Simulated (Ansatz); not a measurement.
# Tunnelling across a broken Sn chain: predicting one gap

How it was computed: Ansatz 0.2.0, plane waves with PAW datasets at the program's default cutoffs, Fermi-Dirac smearing of 0.05 eV, chains in boxes 7.5 Å wide or more, moments seeded when the perfect chain is relaxed. PBE, no spin-orbit coupling; one bond is opened by s Å beyond its relaxed length, the other atoms of a straight cell of 12 kept, without spin, and the conductance taken at 300 K.

| run | G (G₀) | largest error term (%) | s | ln G |
| --- | --- | --- | --- | --- |
| +1.8 Å | 0.3982 | 1 | 1.8 | −0.9209 |
| +2.5 Å | 0.09663 | 2 | 2.5 | −2.337 |
| +4.2 Å | 0.00284 | 5 | 4.2 | −5.864 |

One run is withheld: run = +3.3 Å, with s = 3.3. Fit a straight line ln G = a + b × s to the 3 rows shown and predict it.

**Fit.** The means are 2.833 for s and −3.041 for ln G. The sum of products of deviations is −6.283 and the sum of squares in s is 3.047, so b = −6.283 / 3.047 = −2.062 and a = −3.041 − (−2.062) × 2.833 = 2.803. The residuals' standard deviation, with 1 degree of freedom, is σ = 0.02.

**Prediction.** ln G = 2.803 + (−2.062) × 3.3 = −4.003, that is 0.0183 G₀. The run gave 0.0184 G₀ (ln G = −3.998), so the prediction less the run is −0.0049. The standard error of a prediction there, σ√(1 + 1/3 + (3.3 − 2.833)²/3.047), is 0.024, and the miss is 0.2 times that, for a point between the fitted rows. With so few rows σ is itself uncertain.

**Limits.** Between neighbouring runs the slope of ln G lies between −2.08 and −2.02 per Å, so one exponential is an approximation. Error terms (up to 5 %, withheld run included) bound how much a small miss can mean. Broken ends may want a moment where none was allowed. No image potential, spin-orbit coupling or relaxation; a bent or dimerised chain may be lower in energy. Series of this kind are told only where this holds: one magnetic state in all runs, error terms under 60 %, and the runs' own leads conduct as the perfect chain does. 36 of 42 did.
